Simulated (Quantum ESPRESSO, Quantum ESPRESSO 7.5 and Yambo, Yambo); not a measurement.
## SiO2 (Quartz): a self-consistent loop beyond G0W0, cycle by cycle

How far does self-consistency move the gap of SiO2 (Quartz)?

Calculated with Quantum ESPRESSO 7.5 and Yambo 5.3.0; LDA and many-body steps on it, plane waves.

**1. Starting point**

It takes space group P3_121 (No. 152, trigonal). The conventional cell has a = 4.916 Å, b = 4.916 Å, c = 5.409 Å, α = 90.00°, β = 90.00°, γ = 120.00°. Nearest to Si lie 4 O at 1.61 Å. Nearest to O lie 2 Si at 1.61 Å. Farther neighbours and most contacts between anions are not listed.

The cell and positions come from the Crystallography Open Database and are kept as given unless a step says otherwise.

**2. Empty states on the mesh, 3×3×2 mesh, 190 bands**

This step: Quantum ESPRESSO 7.5; DFT, LDA, plane waves, norm-conserving pseudopotentials.

The sums over transitions need many empty states on a uniform mesh; this step solves for them.

pw.in

```
&control
  calculation = 'nscf'
  prefix = 'x'
  outdir = 'o'
  pseudo_dir = 'pseudo'
/
&system
  ibrav = 0
  nat = 9
  ntyp = 2
  ecutwfc = 72.0
  nbnd = 190
  force_symmorphic = .true.
/
&electrons
  conv_thr = 1e-9
  electron_maxstep = 80
  diago_full_acc = .true.
  diago_thr_init = 5e-6
/
ATOMIC_SPECIES
  Si 28.085 Si.upf
  O 15.999 O.upf
CELL_PARAMETERS angstrom
  4.9158000000 0.0000000000 0.0000000000
  -2.4579000000 4.2572076799 0.0000000000
  0.0000000000 0.0000000000 5.4091000000
ATOMIC_POSITIONS crystal
  Si 0.5303000000 0.0000000000 0.3333333333
  Si 0.0000000000 0.5303000000 0.6666666667
  Si 0.4697000000 0.4697000000 0.0000000000
  O 0.1462000000 0.4142000000 0.8810000000
  O 0.5858000000 0.7320000000 0.2143333333
  O 0.2680000000 0.8538000000 0.5476666667
  O 0.4142000000 0.1462000000 0.1190000000
  O 0.7320000000 0.5858000000 0.7856666667
  O 0.8538000000 0.2680000000 0.4523333333
K_POINTS automatic
  3 3 2 0 0 0
```

Run with:

```bash
$ OMP_NUM_THREADS=1 mpirun -n 4 pw.x -nk 4 -in pw.in > pw.out
```

Output:

```text
Program PWSCF v.7.5 starts

     This program is part of the open-source Quantum ESPRESSO suite
     for quantum simulation of materials; please cite
         "P. Giannozzi et al., J. Phys.:Condens. Matter 21 395502 (2009);
         "P. Giannozzi et al., J. Phys.:Condens. Matter 29 465901 (2017);
         "P. Giannozzi et al., J. Chem. Phys. 152 154105 (2020);
     in publications or presentations arising from this work. More details at

     Atomic positions and unit cell read from directory:
     o/x.save/

     Message from routine setup:
[...]
32.8388  33.0733  33.5110  33.8314  34.3217  34.9176  35.2029  35.7642
     [... 12 further rows ...]
    68.4867  68.5734  69.1439  69.4801  69.6707  69.8475  70.4566  70.5540
    71.2201  71.7122  72.1093  72.4730  72.6239  72.8379

          k = 0.0000 0.3849-0.4544 (  7896 PWs)   bands (ev):

     [... further k-points ...]

     highest occupied, lowest unoccupied level (ev):     2.1721    7.9734

     XML data file, pseudopotentials, collected wavefunctions

=------------------------------------------------------------------------------=
   JOB DONE.
=------------------------------------------------------------------------------=
```

The job ended after 35 s (4 MPI ranks of Arm Neoverse V1, shared host; peak memory 0.78 GiB; 2.4 min of CPU time).

Numbers from this step:

```
gap                                                           : 5.801 eV
k of the valence top                                          : 0.3333, 0.3333, 0
k of the conduction bottom                                    : 0, 0, 0
least direct gap                                              : 6.125 eV
k points computed                                             : 8
lowest point of the top converged band, above the valence top : 69.5966 eV
```

On this mesh the gap is 5.801 eV.

The density comes from a self-consistent run that is not shown.

**3. Conversion and set-up**

This step: Yambo 5.3.0; conversion and set-up on LDA, plane waves, norm-conserving pseudopotentials.

The states are converted to the many-body program's format and the q mesh is built.

Run with:

```bash
$ (cd o/x.save; p2y > p2y.log; mv SAVE ../..); yambo > setup.log
```

Output:

```text
 Yambo, version 5.3.0

 [02] CORE Variables Setup
 =========================

  [02.01] Unit cells
  ==================

  Cell kind             :  HCP
  Atoms in the cell     :  Si  O
  number of Si atoms    :  3
  number of O  atoms    :   6

  List of atomic masses
  Mass of Si    :  28.08500
  Mass of O     :  15.99900

  List of atomic coordinates    : [cc]
  Si1       :  4.926230  0.000000  3.407239  order 1
  Si2       : -2.463115  4.266240  6.814478  order 2
  Si3       :  2.181643  3.778716  0.000000  order 3
  O1       : -0.565732  3.332221  9.005333  order 4
[...]
==========================================

 IBZ Q-points                                      :   8
 BZ  Q-points                                      :  18

 K/Q-points units:
 rlu = crystal or reduced units; cc = cartesian coordinates; iku = interal k-units

 Q [1]          [rlu]:  0.000000  0.000000  0.000000
 Q [2]          [rlu]:  0.000000  0.000000 -0.500000
 Q [3]          [rlu]:  0.72872E-17  0.33333       0.0000
[...]
Q [7]          [rlu]: -0.333333  0.333333  0.000000
 Q [8]          [rlu]: -0.333333  0.333333 -0.500000

  [03.01] X indexes
  =================

   [03.01.01] Sigma indexes
   ========================

 [06] Game Over & Game summary
```

Elapsed: 2.4 s, on 1 MPI rank; peak memory 0.24 GiB.

**4. G0W0**

Now the one-shot GW correction: screening in the RPA, then the self-energy of the levels asked for.

This step: G0W0 on LDA, plane waves, norm-conserving pseudopotentials.

gw1.in

```
HF_and_locXC
gw0
dyson
ppa
em1d
rim_cut
RandQpts= 1000000
RandGvec= 1 RL
EXXRLvcs= 72 Ry
VXCRLvcs= 288 Ry
Chimod= "HARTREE"
% BndsRnXp
 1 | 190 |
%
NGsBlkXp= 9 Ry
% LongDrXp
 1 | 1 | 1 |
%
% GbndRnge
 1 | 190 |
%
DysSolver= "n"
ExtendOut
PPAPntXp= 27.21138 eV
% QPkrange
 5 | 5 | 23 | 26 |
 1 | 1 | 23 | 26 |
%
```

Run with:

```bash
$ OMP_NUM_THREADS=2 mpirun -n 2 yambo -F gw1.in -J gw1 -C gw1 > gw1.log
```

Output:

```text
 Yambo, version 5.3.0

 [02] CORE Variables Setup
 =========================

  [... cell, symmetries and grids as in the set-up ...]

  [02.05] Energies & Occupations
  ==============================

  [X] === General ===
  [X] Electronic Temperature                        :  0.000000  0.000000 [eV K]
  [X] Bosonic    Temperature                        :  0.000000  0.000000 [eV K]
  [X] Finite Temperature mode                       : no
  [X] El. density                                   :  0.42403E+24 [cm-3]
  [X] Fermi Level                                   :  2.172053 [eV]

  [X] === Gaps and Widths ===
  [X] Conduction Band Min                           :  5.801365 [eV]
  [X] Valence Band Max                              :  0.000000 [eV]
  [X] Filled Bands                                  :  24
  [X] Empty Bands                                   :   25  190
  [X] Direct Gap                                    :  6.125498 [eV]
  [X] Direct Gap localized at k                     :  1
  [X] Indirect Gap                                  :  5.801365 [eV]
  [X] Indirect Gap between kpts                     :   5   1
  [X] Last valence band width                       :  0.596915 [eV]
  [X] 1st conduction band width                     :  3.097078 [eV]

 [03] Transferred momenta grid and indexing
 ==========================================

 IBZ Q-points                                      :   8
 BZ  Q-points                                      :  18

 K/Q-points units:
 rlu = crystal or reduced units; cc = cartesian coordinates; iku = interal k-units

 Q [1]          [rlu]:  0.000000  0.000000  0.000000
 Q [2]          [rlu]:  0.000000  0.000000 -0.500000
 Q [3]          [rlu]:  0.72872E-17  0.33333       0.0000
 Q [4]          [rlu]:  0.72872E-17  0.33333     -0.50000
 Q [5]          [rlu]:  0.333333  0.333333  0.000000
 Q [6]          [rlu]:  0.333333  0.333333 -0.500000
 Q [7]          [rlu]: -0.333333  0.333333  0.000000
 Q [8]          [rlu]: -0.333333  0.333333 -0.500000

 [04] Coloumb potential Random Integration (RIM)
 ===============================================

  [04.01] RIM initialization
  ==========================

  * Diagonal components only detected *

  8 x (sBL volume)        :  0.144317 [a.u.]
  sBZ random points       :  1000000
  Points outside the sBZ  :   7993074
  RL volume               :  0.324712 [a.u.]
  Integrated volume       :  0.324994 [a.u.]

  [04.02] RIM integrals
  =====================

  Gamma point sphere radius             :  0.095146 [a.u.]
  Points outside the sphere             :   799469
  [Int_sBZ(q=0) 1/q^2]*(Vol_sBZ)^(-1/3) =:  7.664728
                                 should be <:  7.795600

  Summary of Coulomb integrals for non-metallic bands |Q|[au] RIM/Bare

  Q [1] 0.100000E-4 0.983212 * Q [7] 0.260336 1.012284
  Q [3] 0.260336 1.012215 * Q [2] 0.307345 1.138708
  Q [8] 0.402785 1.065434 * Q [4] 0.402785 1.065353
  Q [5] 0.450916 1.007191 * Q [6] 0.545698 1.021740

 [05] Dipoles
 ============

  [05.01] Setup: observables and procedures
  =========================================

  [WARNING] [x,Vnl] slows the Dipoles computation. To neglect it rename the ns.kb_pp file

 [06] Dynamic Dielectric Matrix (PPA)
 ====================================

 [WR./gw1//ndb.pp]---------------------------------------------------------------
  Brillouin Zone Q/K grids (IBZ/BZ)                :   8  18   8  18
  RL vectors                                       :   9395 [WF]
  Coulomb cutoff potential                         : none
  Electronic Temperature                           :  0.000000 [K]
  Bosonic    Temperature                           :  0.000000 [K]
  PPA    diel. fun.  energies                      : Slater exchange(X)+Perdew & Wang(C)
  wavefunctions                                    : Slater exchange(X)+Perdew & Wang(C)
  Global Gauge                                     : length
  X matrix size                                    :   387
  X band range                                     :    1  190
  X e/h energy range                               : -1.000000 -1.000000 [eV]
  X Time ordering                                  : R
  X Hxc Kernel                                     : HARTREE
  X Drude frequency                                :  0.000000  0.000000
  X poles                                          :  100.0000 [o/o]
  RL vectors in the sum                            :   9395
  [r,Vnl] included                                 : yes
  Field direction                                  :  0.577350E-5  0.577350E-5  0.577350E-5
  BZ energy Double Grid                            : no
  BZ energy DbGd points                            : 0
  BZ Q point size factor                           : -1.000000
  X Optical Averaged directions                    : none

 [07] Local Exchange-Correlation + Non-Local Fock
 ================================================

 [VXC] Plane waves :   63145
 [EXS] Plane waves :   7959

 QP @ state[ 1 ] K range:  1  1
 QP @ state[ 1 ] b range:  23  26
 QP @ state[ 2 ] K range:   5   5
 QP @ state[ 2 ] b range:  23  26

 [xc] Functional : Slater exchange(X)+Perdew & Wang(C)
 [xc] LIBXC used to calculate xc functional
  PP Number of Atomic Species                      :  2
  NLCC RL compoments                               :   63145
  PP Number of Atomic Species                      :  2
  NLCC RL compoments                               :   63145

 [xc] E_xc :  -24.88627 [Ha]
      E_xc :  -49.77254 [Ry]

  Local XC kind (lXC) : Slater exchange(X)+Perdew & Wang(C)
  Non-Local XC kind (nlXC) : Hartree-Fock

  Corrections @ K [1] :  [eV]
 <23|nlXC|23> = -25.06675 -0.81176E-17 <23|lXC|23> = -19.28076  0.000000
 <24|nlXC|24> = -25.06523  0.71587E-17 <24|lXC|24> = -19.28076  0.000000
 <25|nlXC|25> = -6.490484 -0.10874E-18 <25|lXC|25> = -11.30930 -0.18882E-15
 <26|nlXC|26> = -5.316333 -0.40617E-18 <26|lXC|26> = -10.83373 -0.18882E-15

  Corrections @ K [5] :  [eV]
 <23|nlXC|23> = -25.37676  0.13596E-17 <23|lXC|23> = -19.49812  0.18882E-15
 <24|nlXC|24> = -25.61633  0.93151E-17 <24|lXC|24> = -19.84005 -0.94408E-16
 <25|nlXC|25> = -7.118719 -0.17449E-18 <25|lXC|25> = -12.56942 -0.11801E-16
 <26|nlXC|26> = -7.117980 -0.48814E-18 <26|lXC|26> = -12.56942 -0.94408E-16

 [08] Dyson equation: Newton solver
 ==================================

  [08.01] G0W0 (W PPA)
  ====================

  [  GW  ] Bands range     :    1  190
  [GW/PPA] G damping       :  0.100000 [eV]

  QP @ state[ 1 ] K range:  1  1
  QP @ state[ 1 ] b range:  23  26
  QP @ state[ 2 ] K range:   5   5
  QP @ state[ 2 ] b range:  23  26

   Sc/G bands                                       :    1  190
   Sc/G damping                                     :  0.100000 ev
   Sc bands terminator                              : no
   Sx RL components                                 :   7959

   QP @ state[ 1 ] K range                          :  1  1
   QP @ state[ 1 ] b range                          :  23  26
   QP @ state[ 2 ] K range                          :   5   5
   QP @ state[ 2 ] b range                          :  23  26
   GF energies kind                                 : Slater exchange(X)+Perdew & Wang(C)
   GF WF`s kind                                     : Slater exchange(X)+Perdew & Wang(C)
   Xs energies kind                                 : Slater exchange(X)+Perdew & Wang(C)
   Xs WF`s kind                                     : Slater exchange(X)+Perdew & Wang(C)

 [11] Game Over & Game summary
```

Run time: 3 min. Hardware: 2 MPI ranks; peak memory 1.2 GiB; 11 min of CPU time.

Numbers from this step:

```
G0W0 gap on the points computed              : 8.760 eV
starting gap on the mesh                     : 5.801 eV
k of the valence top                         : 0.3333, 0.3333, 0
k of the conduction bottom                   : 0, 0, 0
least direct G0W0 gap on the computed points : 9.137 eV
Z at the valence top                         : 0.8189
Z at the conduction bottom                   : 0.8709
```

The gap on the mesh goes from 5.80 eV to 8.76 eV, a correction of +2.96 eV.

**5. evGW0, cycle 1**

This step: evGW0 on LDA, plane waves, norm-conserving pseudopotentials.

gw3.in, as its differences from gw1.in of step 4:

```diff
@@ -25,4 +25,4 @@
 % QPkrange
- 5 | 5 | 23 | 26 |
- 1 | 1 | 23 | 26 |
+ 1 | 8 | 19 | 30 |
 %
+GfnQPdb= "E < ./gw2/ndb.QP"
```

Run with:

```bash
$ OMP_NUM_THREADS=2 mpirun -n 2 yambo -F gw3.in -J gw3,gw1_W -C gw3 > gw3.log
```

Output:

```text
 Yambo, version 5.3.0

 [02] CORE Variables Setup
 =========================

  [... cell, symmetries and grids as in the set-up ...]

  [02.05] Energies & Occupations
  ==============================

  [X] === General ===
  [X] Electronic Temperature                        :  0.000000  0.000000 [eV K]
  [X] Bosonic    Temperature                        :  0.000000  0.000000 [eV K]
  [X] Finite Temperature mode                       : no
  [X] El. density                                   :  0.42403E+24 [cm-3]
  [X] Fermi Level                                   :  2.172053 [eV]

  [X] === Gaps and Widths ===
  [X] Conduction Band Min                           :  5.801365 [eV]
  [X] Valence Band Max                              :  0.000000 [eV]
  [X] Filled Bands                                  :  24
  [X] Empty Bands                                   :   25  190
  [X] Direct Gap                                    :  6.125498 [eV]
  [X] Direct Gap localized at k                     :  1
  [X] Indirect Gap                                  :  5.801365 [eV]
  [X] Indirect Gap between kpts                     :   5   1
  [X] Last valence band width                       :  0.596915 [eV]
  [X] 1st conduction band width                     :  3.097078 [eV]

 [03] Transferred momenta grid and indexing
 ==========================================

 IBZ Q-points                                      :   8
 BZ  Q-points                                      :  18

 K/Q-points units:
 rlu = crystal or reduced units; cc = cartesian coordinates; iku = interal k-units

 Q [1]          [rlu]:  0.000000  0.000000  0.000000
 Q [2]          [rlu]:  0.000000  0.000000 -0.500000
 Q [3]          [rlu]:  0.72872E-17  0.33333       0.0000
[...]
[G+QP] Direct Gap                                 :  9.136739 [eV]
  [G+QP] Direct Gap localized at k                  :  1
  [G+QP] Indirect Gap                               :  8.760119 [eV]
  [G+QP] Indirect Gap between kpts                  :   5   1
  [G+QP] Last valence band width                    :  0.690894 [eV]
  [G+QP] 1st conduction band width                  :  3.683179 [eV]

  [coarse-grid] Minimum Bare Gap        [ev]:  5.801365
  [coarse-grid] Minimum Gap Correction  [ev]:  2.958754

  Eqp @ K [1]
  -21.61732 -19.83197 -19.83197 -19.07461 -19.02621 -19.02620  -9.38068  -9.38068
  -6.215288 -6.188844 -5.998458 -5.998456 -3.389733 -3.389731 -3.094486 -2.809814
  -1.735700 -1.735700 -1.637758 -1.182538 -1.183997 -0.809230 -0.377463 -0.376619
[...]
Eqp @ K [2]
[...]
Eqp @ K [3]
[...]
Eqp @ K [4]
[...]
Eqp @ K [5]
[...]
[... 2 further k-points ...]
  Eqp @ K [8]
[...]
14.89640  15.24395  15.70285  16.55088  17.11646  17.49731  18.80096  19.16995
   19.26762  19.88886  20.43887  20.73493  21.31649  21.93421  22.72756  23.16856

 [07] Dipoles
 ============

  [07.01] Setup: observables and procedures
  =========================================

 [08] Dynamic Dielectric Matrix (PPA)
 ====================================

   Sc/G bands                                       :    1  190
   Sc/G damping                                     :  0.100000 ev
   Sc bands terminator                              : no
   Sx RL components                                 :   7959

   QP @ state[ 1 ] K range                          :   1   8
   QP @ state[ 1 ] b range                          :  19  30
   GF energies kind                                 : Slater exchange(X)+Perdew & Wang(C)+ E < ./gw2/ndb.QP + @E Fit
   GF WF`s kind                                     : Slater exchange(X)+Perdew & Wang(C)
   Xs energies kind                                 : Slater exchange(X)+Perdew & Wang(C)
   Xs WF`s kind                                     : Slater exchange(X)+Perdew & Wang(C)

 [13] Game Over & Game summary
```

Run time: 8.4 min. Hardware: 2 MPI ranks; peak memory 1.5 GiB.

Numbers from this step:

```yaml
quasiparticle_gap_on_the_mesh: 9.067 eV
gap_of_the_density_functional_on_the_mesh: 5.801 eV
k_of_the_valence_top: 0.3333, 0.3333, 0
k_of_the_conduction_bottom: 0, 0, 0
least_direct_quasiparticle_gap_on_the_computed_points: 9.447 eV
z_at_the_valence_top: 0.8236
z_at_the_conduction_bottom: 0.8907
```

Against G0W0 in Yambo (3×3×2 mesh, 190 bands, screening to 122.5 eV, Godby-Needs plasmon pole), the gap moves by +0.307 eV.

The program's own table gives 9.390 eV, which is too large where the input levels are shifted: this version takes Σc at the unshifted level E₀, yet steps from the shifted one. The value above is the Newton step from E₀, E₀ + Z(Σc + Σx − Vxc), rebuilt from the printed columns.

**6. evGW0, cycle 2**

The corrected levels of the last cycle go back in.

gw4.in, as its differences from gw3.in of step 5:

```diff
@@ -27,2 +27,2 @@
 %
-GfnQPdb= "E < ./gw2/ndb.QP"
+GfnQPdb= "E < ./gw3_fix/ndb.QP"
```

Run with:

```bash
$ OMP_NUM_THREADS=2 mpirun -n 2 yambo -F gw4.in -J gw4,gw1_W -C gw4 > gw4.log
```

Output:

```text
 Yambo, version 5.3.0

 [02] CORE Variables Setup
 =========================

  [... cell, symmetries and grids as in the set-up ...]

  [02.05] Energies & Occupations
  ==============================

  [X] === General ===
  [X] Electronic Temperature                        :  0.000000  0.000000 [eV K]
  [X] Bosonic    Temperature                        :  0.000000  0.000000 [eV K]
  [X] Finite Temperature mode                       : no
  [X] El. density                                   :  0.42403E+24 [cm-3]
[...]
Sc bands terminator                              : no
   Sx RL components                                 :   7959

   QP @ state[ 1 ] K range                          :   1   8
   QP @ state[ 1 ] b range                          :  19  30
   GF energies kind                                 : Slater exchange(X)+Perdew & Wang(C)+ E < ./gw2/ndb.QP + @E Fit+ E < ./gw3_fix/ndb.QP + @E Fit
   GF WF`s kind                                     : Slater exchange(X)+Perdew & Wang(C)
   Xs energies kind                                 : Slater exchange(X)+Perdew & Wang(C)
   Xs WF`s kind                                     : Slater exchange(X)+Perdew & Wang(C)

 [13] Game Over & Game summary
```

It took 8.6 min on 2 MPI ranks; peak memory 1.5 GiB.

This step gave:

```yaml
quasiparticle_gap_on_the_mesh: 9.097 eV
gap_of_the_density_functional_on_the_mesh: 5.801 eV
k_of_the_valence_top: 0.3333, 0.3333, 0
k_of_the_conduction_bottom: 0, 0, 0
least_direct_quasiparticle_gap_on_the_computed_points: 9.478 eV
```

Against the cycle before, the gap moves by +0.031 eV.

The program's own table gives 9.448 eV, which is too large where the input levels are shifted: this version takes Σc at the unshifted level E₀, yet steps from the shifted one. The value above is the Newton step from E₀, E₀ + Z(Σc + Σx − Vxc), rebuilt from the printed columns.

[end of part 1 of 2]

[Paths, hosts, dates, memory and timing lines, banners, echoed tables and standing remarks are left out of the program output.]

[Logs are printed without paths, hosts, clocks, repeated set-up lines and the standing remarks that a program may print on its own settings, such as how far it seeks lower states.]

[Runs of the session that timed out or met a known fault of the program may be left out.]

[Hosts, paths, dates, database ids (printed as entryN), source tags and the programs' standing remarks are cut or masked in the printed files.]
